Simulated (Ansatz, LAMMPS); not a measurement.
# Site preference of a vacancy of Hg in amorphous Zn25Hg15S40 (80 atoms), part 2 of 3

Aim: make a vacancy of Hg at several sites of amorphous Zn25Hg15S40 (80 atoms), relax each, and compare their energies.

Ansatz 0.2.0; Kohn-Sham DFT, RPBE, PAW (set soft_2), plane waves.

The cell: 25 Zn, 15 Hg and 40 S. The quench rate of 3 K/ps is orders of magnitude faster than experiment. The starting topology of bonds comes from the classical model. The Brillouin zone is sampled at Γ only, in a cell whose shortest periodic width is 12 Å. The levels lack spin–orbit coupling.

So far. Step 2 (Single point at the start): The r.m.s. force at the start is 0.30 eV/Å. Step 3 (Relaxation): The relaxation converged after 28 steps, 5.54 eV below its start, with a largest force component of 0.016 eV/Å.

**4. Single point at the relaxed geometry**

One more single point at the end of the walk gives the fuller output and checks the residual forces.

input.yaml reads:

```yaml
crystal:
  lattice:
    - [12.1288, 0.0, 0.0]
    - [0.0, 12.1288, 0.0]
    - [0.0, 0.0, 12.1288]
  atoms:
    - { symbol: Zn, position: [0.27139, 0.42243, 0.32766] }
    - { symbol: Zn, position: [0.23892, 0.65594, 0.50735] }
    - { symbol: Zn, position: [0.96603, 0.5483, 0.33145] }
    - { symbol: Zn, position: [0.45342, 0.21135, 0.90235] }
    - { symbol: Zn, position: [0.64945, 0.09292, 0.74355] }
    - { symbol: Zn, position: [0.06552, 0.05733, 0.95175] }
    [... 68 atom lines left out ...]
    - { symbol: S, position: [0.95727, 0.17193, 0.84396] }
    - { symbol: S, position: [0.71835, 0.90131, 0.79039] }
    - { symbol: S, position: [0.81139, 0.04283, 0.0925] }
    - { symbol: S, position: [0.05763, 0.92462, 0.31398] }
    - { symbol: S, position: [0.63777, 0.23807, 0.8686] }
    - { symbol: S, position: [0.45617, 0.82506, 0.83333] }
kpoints:
  mp_grid: { grid: [1, 1, 1] }
hamiltonian:
  xc: rpbe
scf:
  occupations: { method: gaussian, width: 0.05 }
output:
  forces: true
  stress: true
  populations: true
  dos:
    method: { smearing: { sigma: 0.1 } }
    de: 0.1
    projected: { site_lists: { Hg: [Hg], S: [S], Zn: [Zn] } }
  eigenvalues: true
  write_density: true
  write_potential: true
  volumetric_format: npy
  elf: true
```

Launch:

```sh
ansatz run input.yaml --threads 4 --pin off --max-ram 8192MiB --backend cpu --events-out ev --progress --plain --runs-dir out
```

Numbers of over 12 decimals in the logs are rounded to 6 here.

The program printed:

```text
[...]
Crystal: 80 atoms, lattice volume = 1784.241 Å³
Basis set: ecut = 420 eV, 34889 PW (Γ), exchange–correlation on 180×180×180 points (8 copies of the dense FFT grid, shifted against one another)
Bands: 504, of which v1, the nominal top of the filled ones, is band 420 counted from 1 (419 counted from 0)
Symmetry: 1 space group operations
[...]
k-points: 1
[...]
SCF iter   1: F=—  HF=-326785.829536 eV  |F-HF|=—  |Δ(HF+E_count)|=         —  Δρ=4.09e-3  dr2=3.58e-1  ethr=1.77e-3  ⟨swp⟩=6.0  Hψ=2060  notcnv=0  defer=20
[...]
SCF iter  11: F=-326785.772166 eV  HF=-326785.772166 eV  |F-HF|=1.68e-8  |Δ(HF+E_count)|=   7.77e-8  Δρ=2.05e-6  dr2=6.28e-8  ethr=1.19e-11  ⟨swp⟩=17.0  Hψ=4381  notcnv=0
SCF 1 converged in 11 iterations: F = -326785.772166 eV  dr2 = 6.28e-8
[...]
SCF converged after 11 iterations
Free energy (F): -326785.772166 eV
[...]
Internal energy: -326785.772166 eV  (E = F + TS)
E sigma→0 (E₀):  -326785.772166 eV
Fermi energy:    7.426711 eV
[...]
--- Forces (eV/Å), atoms counted from 1 ---
  atom   1  Zn     0.00327944     0.00476472    -0.00640698
  atom   2  Zn     0.00032143    -0.00279275    -0.00090470
  atom   3  Zn     0.00204962    -0.00085550    -0.00082235
  atom   4  Zn     0.00157766    -0.00188858     0.00054130
  atom   5  Zn     0.00247690     0.00981255    -0.00144682
  atom   6  Zn     0.00175807     0.00412756    -0.00017002
  atom   7  Zn    -0.00496762     0.00312155     0.00164957
  atom   8  Zn     0.00041484     0.00311176    -0.00203148
  atom   9  Zn     0.00085619     0.00586022    -0.00499431
  atom  10  Zn     0.00353955     0.00182316     0.00340124
  atom  11  Zn     0.00076847    -0.00239841     0.00095695
  atom  12  Zn     0.00307374     0.00011701    -0.00173570
  atom  13  Zn    -0.00439969    -0.00128800     0.00816058
  atom  14  Zn    -0.00110594    -0.00346357    -0.00252262
[...]
atom  79  S     -0.00688464    -0.00106526    -0.00161673
  atom  80  S     -0.00231594     0.00317647     0.00104308
  max |Σ_I F_I| component: 2.61e-5 eV/Å
--- Stress (GPa, compression-positive) ---
        3.599946       0.635085      -1.069538
        0.635085       3.560889       0.124275
       -1.069538       0.124275       2.359135
  P = ⅓ Tr σ = 3.1733 GPa (31.733 kbar)
--- Band table (eV) ---
[...]
--- Löwdin populations: 80 sites ---
  site symbol       q [e]
     0     Zn     10.7315
     1     Zn     10.7285
     2     Zn     10.7214
[...]
79      S      7.0029
  spilling = 0.009159 (of n_electrons = 840.000000)
```

It took 19 s on 4 threads of Intel Xeon 6975P-C (Granite Rapids), shared host; peak memory 2.9 GiB.

Numbers from this run:

| Quantity | Value |
| --- | --- |
| free energy | -326785.7722 eV |
| free energy per atom | -4084.8222 eV/atom |
| SCF cycles | 11 |
| pressure | 3.173 GPa |
| r.m.s. force component | 0.00467 eV/Å |
| longest force | 0.02109 eV/Å |
| Fermi energy | 7.427 eV |
| gap (highest filled to lowest empty level) | 0.9484 eV |
| spilling of the projection | 0.009159 |

Löwdin charges by element (they lack the spilled electrons, 0.096 e an atom on average):

```csv
element,coordination,atoms,mean charge (e),spread,least,most
Hg,all,15,0.981,0.0899,0.688,1.07
S,all,40,-0.967,0.141,-1.09,-0.399
Zn,all,25,1.27,0.0133,1.24,1.29
```

Density of states as counts of states in windows of 1 eV (from the Fermi level), total and the larger projections:

```
from (eV)  to (eV)  total   Zn d   S p  Hg d  Zn s   S s
      -18      -16    0.0    0.0   0.0   0.0   0.0   0.0
      -16      -15    2.0    0.0   0.2   0.0   0.1   1.7
      -15      -14    0.2    0.0   0.0   0.0   0.0   0.1
      -14      -13   33.7    0.5   0.3   0.9   3.5  26.9
      -13      -12   42.1    1.3   0.4   1.0   1.4  37.2
      -12      -11    2.0    0.0   0.2   0.1   0.0   1.6
      -11       -9    0.0    0.0   0.0   0.0   0.0   0.0
       -9       -8    2.6    0.1   0.5   1.8   0.0   0.1
       -8       -7  149.2   69.6  15.1  60.9   1.4   0.8
       -7       -6  248.2  163.5   8.0  72.6   1.1   1.9
       -6       -5   35.8    4.0  17.3   3.6   5.0   1.1
       -5       -4   36.5    2.7  20.8   2.6   3.6   1.8
       -4       -3   38.9    2.1  29.8   1.5   1.6   1.2
       -3       -2   66.7    3.2  57.0   1.9   0.6   0.5
       -2       -1   52.5    2.1  45.6   1.7   0.3   0.3
       -1        0    9.6    0.2   7.7   0.3   0.2   0.3
        0        1    5.1    0.0   2.0   0.1   0.3   0.3
        1        2   20.0    0.1   7.6   0.3   1.7   0.9
        2        3   24.3    0.1   6.4   0.2   6.0   1.0
        3        4   38.2    0.1   6.7   0.1   9.8   1.0
        4        5   39.2    0.1   4.0   0.1   5.1   0.4
```

The stored curve holds about 720 of the 840 electrons; the rest, give or take the few that broadening carries across the Fermi level, lie in deeper levels below its range.

The levels nearest the highest filled one (over half full), pooled over k-points and spins:

```csv
level less the highest filled one (eV),occupation
-0.631,2
-0.482,2
-0.424,2
-0.351,2
-0.0765,2
0,2
0.948,0
1.26,0
1.48,0
1.56,0
1.71,0
1.80,0
```

ELF in the bc plane at fractional x = 0.789, with atoms of Zn and Hg and S within 0.2 Å of it. It is the smooth field of the valence electrons, not physical close to the nuclei.

Ten even steps from '0' (0.00) to '9' (0.91), each cell a mean:
```
4542100001222111222345531000000002
0011110011100001122355531000000000
0000111111000000011234310001234432
2000000000000000000010000012468876
4100000000000000000000000013689997
3000000000000000246664100012589986
0012444210122212589998411111345542
0137888742344422687578622322111100
0258867862456542685158623443210000
0268624873467642489998523443210000
0148988862355542247886312322110000
2223576521233221111121001123443112
5543211000011367763100001478887423
6764211000015899998410003787458634
6654221111126982378510003786238634
4443212211114995477410001589988533
2221111110002599874200001134665312
0000001110001245431000023332211000
2221000111112210000000234555421001
7876410023567641000001235676531025
9788731137999985100000234555420169
8348841148988996200000023443210389
9779731126999984111111001121100389
9986310012678741122233210000000158
```
Columns run along b (12.1 Å), rows up along c (12.1 Å). Atoms in or near the plane, at fractional coordinates: Zn at (0.29, 0.28), Zn at (0.20, 0.98), Hg at (0.36, 0.60), Hg at (0.76, 0.18), Hg at (0.03, 0.41), S at (0.46, 0.38), S at (0.57, 0.65), S at (0.84, 0.40).

Electrostatic potential energy in the bc plane at fractional x = 0.789, with atoms of Zn and Hg and S within 0.2 Å of it. With pseudopotentials it is smooth inside the atoms' cores, unlike the true potential.

Ten even steps from '0' (-36 eV) to '9' (12 eV), each cell a mean:
```
9999620026999999988889999999999999
9999842248999999998889999999999999
9999988889999999999999999999999999
9999999999999999999999999999988899
9999999999999999999999999999876789
9999999999999999999999999999987789
9999999999999999987678999999999999
9999767899865578851115898888999999
9996211588300027841214887556899999
9985121377100016874347987546899999
9997434688510148999999998778999999
8788889999877789999999999999999998
2126899999999998999999999987568985
0002799999999853358999999962114761
0003799999999612227999999851213772
4347999976578721137999999985347887
9899999731026876679999999998899999
9999999730015899999999998667899999
9999999864358999999999973001589999
9889999998888999999999860000289999
4236999999755799999999973001589998
1113899998522589999999998667899996
3225887788755799999999999999999998
8788731147889999988889999999999999
```
Columns run along b (12.1 Å; values clipped at the 3rd and 97th percentile), rows up along c (12.1 Å). Atoms in or near the plane, at fractional coordinates: Zn at (0.29, 0.28), Zn at (0.20, 0.98), Hg at (0.36, 0.60), Hg at (0.76, 0.18), Hg at (0.03, 0.41), S at (0.46, 0.38), S at (0.57, 0.65), S at (0.84, 0.40).

The highest filled and lowest empty levels differ by 0.948 eV (at Γ alone); a semilocal functional tends to put such gaps too low. In a disordered cell it changes from sample to sample, and tail or defect levels can set it. Mean Löwdin charges: Hg +0.98, S -0.97, Zn +1.27 e (they miss 0.92 % of the electrons, so they add up to more than the cell's charge).

**5. Vacancy of Hg, site Hg29**

The site has 1 bonded neighbour (S) at 2.52 Å on average, by cutoffs that count no bonds between two metal atoms or like ions. The change is made in the relaxed cell and the atoms are relaxed again.

input.yaml reads:

```yaml
crystal:
  lattice:
    - [12.1288, 0.0, 0.0]
    - [0.0, 12.1288, 0.0]
    - [0.0, 0.0, 12.1288]
  atoms:
    [... atom lines 1 to 25 left out ...]
    - { symbol: Hg, position: [0.47214, 0.1664, 0.46273] }
    - { symbol: Hg, position: [0.88311, 0.54109, 0.97907] }
    - { symbol: Hg, position: [0.6122, 0.06834, 0.13733] }
    - { symbol: Hg, position: [0.71727, 0.76099, 0.6129] }
    - { symbol: Hg, position: [0.43833, 0.84431, 0.31415] }
    - { symbol: Hg, position: [0.78201, 0.36235, 0.60242] }
    - { symbol: Hg, position: [0.13749, 0.88206, 0.69962] }
    [... atom lines 33 to 79 left out ...]
kpoints:
  mp_grid: { grid: [1, 1, 1] }
hamiltonian:
  xc: rpbe
scf:
  occupations: { method: gaussian, width: 0.05 }
output:
  forces: true
  eigenvalues: true
relax:
  f_tol: 0.05
  max_steps: 90
```

The program printed:

```text
[...]
Crystal: 79 atoms, lattice volume = 1784.241 Å³
Basis set: ecut = 420 eV, 34889 PW (Γ), exchange–correlation on 180×180×180 points (8 copies of the dense FFT grid, shifted against one another)
Bands: 492, of which v1, the nominal top of the filled ones, is band 410 counted from 1 (409 counted from 0)
Symmetry: 1 space group operations
[...]
k-points: 1
[...]
SCF iter   1: F=—  HF=-312956.920256 eV  |F-HF|=—  |Δ(HF+E_count)|=         —  Δρ=4.81e-3  dr2=8.34e-1  ethr=1.77e-3  ⟨swp⟩=6.0  Hψ=2018  notcnv=0  defer=23
[...]
SCF iter  10: F=-312956.770839 eV  HF=-312956.770875 eV  |F-HF|=3.65e-5  |Δ(HF+E_count)|=   1.74e-5  Δρ=4.09e-5  dr2=5.48e-5  ethr=7.62e-9  ⟨swp⟩=10.0  Hψ=2520  notcnv=0
SCF 1 converged in 10 iterations: F = -312956.770839 eV  dr2 = 5.48e-5
[...]
relax step   1: F+E_penalty+E_count = -312956.77083859 eV  Δ(F+E_penalty+E_count) = +0.000e0 eV  max|allowed force component| = 6.885e-1 eV/Å  Δτ_max = 0.0000 Å  (10 SCF iters, dr2 threshold 6.25e-5 eV, accepted)
[...]
relax step   2: F+E_penalty+E_count = -312957.25515456 eV  Δ(F+E_penalty+E_count) = -4.843e-1 eV  max|allowed force component| = 4.751e-1 eV/Å  Δτ_max = 0.1948 Å  (9 SCF iters, dr2 threshold 2.96e-5 eV, accepted)
[...]
relax step   3: F+E_penalty+E_count = -312957.43622878 eV  Δ(F+E_penalty+E_count) = -1.811e-1 eV  max|allowed force component| = 3.849e-1 eV/Å  Δτ_max = 0.1496 Å  (7 SCF iters, dr2 threshold 1.41e-5 eV, accepted)
relax step   4: F+E_penalty+E_count = -312957.49258693 eV  Δ(F+E_penalty+E_count) = -5.636e-2 eV  max|allowed force component| = 1.636e-1 eV/Å  Δτ_max = 0.0725 Å  (6 SCF iters, dr2 threshold 7.05e-5 eV, accepted)
relax step   5: F+E_penalty+E_count = -312957.52574127 eV  Δ(F+E_penalty+E_count) = -3.315e-2 eV  max|allowed force component| = 7.864e-2 eV/Å  Δτ_max = 0.2000 Å  (7 SCF iters, dr2 threshold 4.84e-6 eV, accepted)
relax step   6: F+E_penalty+E_count = -312957.54267922 eV  Δ(F+E_penalty+E_count) = -1.694e-2 eV  max|allowed force component| = 6.195e-2 eV/Å  Δτ_max = 0.0655 Å  (9 SCF iters, accepted)
relax step   7: F+E_penalty+E_count = -312957.55363862 eV  Δ(F+E_penalty+E_count) = -1.096e-2 eV  max|allowed force component| = 7.404e-2 eV/Å  Δτ_max = 0.0997 Å  (9 SCF iters, accepted)
relax step   8: F+E_penalty+E_count = -312957.55881816 eV  Δ(F+E_penalty+E_count) = -5.180e-3 eV  max|allowed force component| = 1.244e-1 eV/Å  Δτ_max = 0.2000 Å  (8 SCF iters, dr2 threshold 3.40e-6 eV, accepted)
relax step   9: F+E_penalty+E_count = -312957.57325418 eV  Δ(F+E_penalty+E_count) = -1.444e-2 eV  max|allowed force component| = 6.264e-2 eV/Å  Δτ_max = 0.0709 Å  (5 SCF iters, dr2 threshold 1.55e-5 eV, accepted)
relax step  10: F+E_penalty+E_count = -312957.60760977 eV  Δ(F+E_penalty+E_count) = -3.436e-2 eV  max|allowed force component| = 8.301e-2 eV/Å  Δτ_max = 0.2000 Å  (10 SCF iters, accepted)
relax step  11: F+E_penalty+E_count = -312957.63875338 eV  Δ(F+E_penalty+E_count) = -3.114e-2 eV  max|allowed force component| = 1.421e-1 eV/Å  Δτ_max = 0.1950 Å  (10 SCF iters, accepted)
relax step  12: F+E_penalty+E_count = -312957.67769881 eV  Δ(F+E_penalty+E_count) = -3.895e-2 eV  max|allowed force component| = 1.386e-1 eV/Å  Δτ_max = 0.1948 Å  (6 SCF iters, dr2 threshold 2.02e-5 eV, accepted)
relax step  13: F+E_penalty+E_count = -312957.70983983 eV  Δ(F+E_penalty+E_count) = -3.214e-2 eV  max|allowed force component| = 1.449e-1 eV/Å  Δτ_max = 0.1942 Å  (6 SCF iters, dr2 threshold 1.82e-5 eV, accepted)
relax step  14: F+E_penalty+E_count = -312957.70491735 eV  Δ(F+E_penalty+E_count) = +4.922e-3 eV  max|allowed force component| = 1.120e-1 eV/Å  Δτ_max = 0.2000 Å  (7 SCF iters, dr2 threshold 2.00e-5 eV, rejected (line search))
relax step  15: F+E_penalty+E_count = -312957.73906792 eV  Δ(F+E_penalty+E_count) = -2.923e-2 eV  max|allowed force component| = 6.090e-2 eV/Å  Δτ_max = 0.0975 Å  (10 SCF iters, accepted)
relax step  16: F+E_penalty+E_count = -312957.73788104 eV  Δ(F+E_penalty+E_count) = +1.187e-3 eV  max|allowed force component| = 9.695e-2 eV/Å  Δτ_max = 0.1000 Å  (10 SCF iters, rejected (line search))
relax step  17: F+E_penalty+E_count = -312957.74763441 eV  Δ(F+E_penalty+E_count) = -8.566e-3 eV  max|allowed force component| = 3.131e-2 eV/Å  Δτ_max = 0.0499 Å  (9 SCF iters, accepted)
relax step  18: F+E_penalty+E_count = -312957.75153318 eV  Δ(F+E_penalty+E_count) = -3.899e-3 eV  max|allowed force component| = 5.165e-2 eV/Å  Δτ_max = 0.0480 Å  (8 SCF iters, accepted)
relax step  19: F+E_penalty+E_count = -312957.75852774 eV  Δ(F+E_penalty+E_count) = -6.995e-3 eV  max|allowed force component| = 7.239e-2 eV/Å  Δτ_max = 0.0722 Å  (9 SCF iters, accepted)
relax step  20: F+E_penalty+E_count = -312957.76972985 eV  Δ(F+E_penalty+E_count) = -1.120e-2 eV  max|allowed force component| = 9.736e-2 eV/Å  Δτ_max = 0.1099 Å  (7 SCF iters, dr2 threshold 5.24e-6 eV, accepted)
relax step  21: F+E_penalty+E_count = -312957.77797181 eV  Δ(F+E_penalty+E_count) = -8.242e-3 eV  max|allowed force component| = 1.001e-1 eV/Å  Δτ_max = 0.1643 Å  (7 SCF iters, dr2 threshold 9.48e-6 eV, accepted)
relax step  22: F+E_penalty+E_count = -312957.78309920 eV  Δ(F+E_penalty+E_count) = -5.127e-3 eV  max|allowed force component| = 1.468e-1 eV/Å  Δτ_max = 0.2000 Å  (7 SCF iters, dr2 threshold 1.00e-5 eV, accepted)
relax step  23: F+E_penalty+E_count = -312957.61083339 eV  Δ(F+E_penalty+E_count) = +1.723e-1 eV  max|allowed force component| = 4.640e-1 eV/Å  Δτ_max = 0.1958 Å  (7 SCF iters, dr2 threshold 2.15e-5 eV, rejected (line search))
relax step  24: F+E_penalty+E_count = -312957.79735730 eV  Δ(F+E_penalty+E_count) = -1.426e-2 eV  max|allowed force component| = 7.805e-2 eV/Å  Δτ_max = 0.0979 Å  (10 SCF iters, accepted)
relax step  25: F+E_penalty+E_count = -312957.79977538 eV  Δ(F+E_penalty+E_count) = -2.418e-3 eV  max|allowed force component| = 5.075e-2 eV/Å  Δτ_max = 0.1000 Å  (10 SCF iters, accepted)
relax step  26: F+E_penalty+E_count = -312957.78884047 eV  Δ(F+E_penalty+E_count) = +1.093e-2 eV  max|allowed force component| = 1.428e-1 eV/Å  Δτ_max = 0.1500 Å  (10 SCF iters, rejected (line search))
[...]
relax step  27: F+E_penalty+E_count = -312957.80812554 eV  Δ(F+E_penalty+E_count) = -8.350e-3 eV  max|allowed force component| = 2.381e-2 eV/Å  Δτ_max = 0.0263 Å  (9 SCF iters, accepted)
SCF converged after 9 iterations
Free energy (F): -312957.808126 eV
[...]
Internal energy: -312957.808126 eV  (E = F + TS)
E sigma→0 (E₀):  -312957.808126 eV
Fermi energy:    7.015456 eV
[...]
--- Forces (eV/Å), atoms counted from 1 ---
  atom   1  Zn    -0.00087013     0.00590907     0.00107148
  atom   2  Zn    -0.00092355    -0.00236484     0.00257284
  atom   3  Zn    -0.00193757    -0.00439583     0.00199152
  atom   4  Zn     0.01930844     0.00134230    -0.00303322
  atom   5  Zn    -0.00553154     0.01221478     0.01898774
  atom   6  Zn    -0.00011711     0.00314778     0.00226372
  atom   7  Zn     0.00299273    -0.00183575     0.00348933
  atom   8  Zn    -0.00515278    -0.00150615    -0.00180957
  atom   9  Zn     0.00128199    -0.00313690    -0.00212415
  atom  10  Zn    -0.00764387     0.00465327    -0.00528606
  atom  11  Zn    -0.00476873    -0.00073992     0.00320126
  atom  12  Zn     0.00932444     0.00888853     0.00232351
  atom  13  Zn    -0.00080564    -0.00402518    -0.00413905
  atom  14  Zn    -0.00176582     0.00295877     0.00286598
[...]
atom  78  S     -0.00214894    -0.01450129    -0.01357145
  atom  79  S     -0.00739724    -0.00021846    -0.00105465
  max |Σ_I F_I| component: 2.23e-5 eV/Å
--- Band table (eV) ---
[...]
--- Relaxed structure (27 steps of the walk, 23 accepted, 0 SCFs on fresh bases) ---
  F+E_penalty+E_count = -312957.80812554 eV   max|allowed force component| = 2.381e-2 eV/Å
  atoms:
    - { symbol: Zn, position: [0.268166, 0.438523, 0.317778] }
    - { symbol: Zn, position: [0.243254, 0.662132, 0.499981] }
    - { symbol: Zn, position: [0.961521, 0.554447, 0.328610] }
    - { symbol: Zn, position: [0.439554, 0.215279, 0.907035] }
[...]
- { symbol: S, position: [0.458535, 0.825739, 0.836177] }
```

Elapsed: 5.3 min, on 4 threads; peak memory 2.9 GiB.

The relaxation converged after 27 steps, 1.04 eV below its start, with a largest force component of 0.024 eV/Å.

The surroundings of the place of the removed atom, after relaxation: 10 atoms, nearest first, with positions taken from that point. Atoms keep their numbers of the cell before the removal, where the removed atom was number 29.

| atom | x | y | z | distance (Å) |
| --- | --- | --- | --- | --- |
| S60 | -2.12 | 1.20 | -0.77 | 2.56 |
| S41 | 1.77 | 1.87 | 0.13 | 2.58 |
| S71 | 0.06 | -1.69 | -2.22 | 2.79 |
| S44 | -0.99 | -0.96 | 2.49 | 2.85 |
| Hg31 | 1.16 | 1.48 | 2.40 | 3.05 |
| S59 | 2.43 | -1.74 | 2.14 | 3.68 |
| Zn23 | -1.13 | 2.83 | -2.19 | 3.75 |
| Hg39 | 1.02 | -3.52 | 1.03 | 3.81 |
| Hg36 | -2.15 | -2.49 | -1.99 | 3.84 |
| S42 | 3.10 | -1.02 | -2.23 | 3.95 |

The largest move is 1.34 Å, by Hg31.

(Continued in part 3 of 3.)

[Logs are printed without paths, hosts, clocks, repeated set-up lines and the standing remarks that a program may print on its own settings, such as how far it seeks lower states.]

[Hosts, paths, dates, database ids (printed as entryN), source tags and the programs' standing remarks are cut or masked in the printed files.]
